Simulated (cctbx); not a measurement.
# Which space group?

Cell: a = 3.9110 Å, b = 3.9110 Å, c = 10.7630 Å, α = 90.00°, β = 90.00°, γ = 90.00°. Expected content of the cell: Yb2 Cr4 Ti4.

Simulated single-crystal data (cctbx): Mo Kα, λ = 0.71073 Å, to d = 0.77 Å, 70 % of the full sphere, strongest reflection 5000 counts, noise from counting, a 4 % proportional error and a noise floor of 2 counts (s.d.); no absorption.

Tests on the unmerged data give:

```text
1016 reflections to d = 0.774 A
centring   violations  <I/sigma> of those
    A        217 of   495      7.6
    B        227 of   502      7.8
    C        266 of   521      8.2
    I          0 of   491      0.0
    R        321 of   665      7.8
    F        355 of   759      7.8
Laue class    unique    Rint  (classes that these axes allow; Friedel mates merged)
I 1 2/m 1         206   0.033
I 1 1 2/m         194   0.035
I 2/m 1 1         209   0.034
I m m m           125   0.036
I 4/m              99   0.037
I 4/m m m          73   0.038
space group    extra absences  I>4sigma  <I/sigma>
I 4 2 2                 0          0         -  acentric
I 4 m m                 0          0         -  acentric
I -4 m 2                0          0         -  acentric
I -4 2 m                0          0         -  acentric
I 4/m m m               0          0         -  centric
Wilson B = 0.43 A^2   <|E^2-1|> = 0.604 (0.968 centric, 0.736 acentric)   E^2>4: 0.0 %
shell (A)         n   <I/sigma>
 5.38 - 1.41     16     36.8
 1.41 - 1.12     13     36.3
 1.12 - 0.98      9     45.3
 0.98 - 0.89     13     36.5
 0.89 - 0.83     11     33.5
 0.83 - 0.78     11     40.5
```

Q: Read the symmetry from these tables.

The reflections that I centring forbids are absent (⟨I/σ⟩ near 0), so the lattice is I.

Rint stays low (0.033 to 0.038) up to I 4/m m m, the highest class in these axes.

5 settings pass the absence test. No glide or screw absences show, which leaves I 4 2 2, I 4 m m, I -4 m 2, I -4 2 m and I 4/m m m.

⟨|E²−1|⟩ = 0.604 leans to a non-centrosymmetric structure, or to twinning, which lowers it. Here that hint misleads: the statistic assumes many like atoms on general positions, and few, heavy or special-position atoms break it. The Wilson B of 0.43 Å² means U ≈ 0.0054 Å².

The true group is I4/mmm (no. 139), Laue class 4/mmm, centrosymmetric. The tables only narrow the choice to the tied entries; cell content, site symmetry and trial solutions must settle it.

The model is made up (kin elements in a known structure type, no relaxation), so it says nothing on whether the phase exists.

[Logs are printed without paths, hosts, clocks, repeated set-up lines and the standing remarks that a program may print on its own settings, such as how far it seeks lower states.]
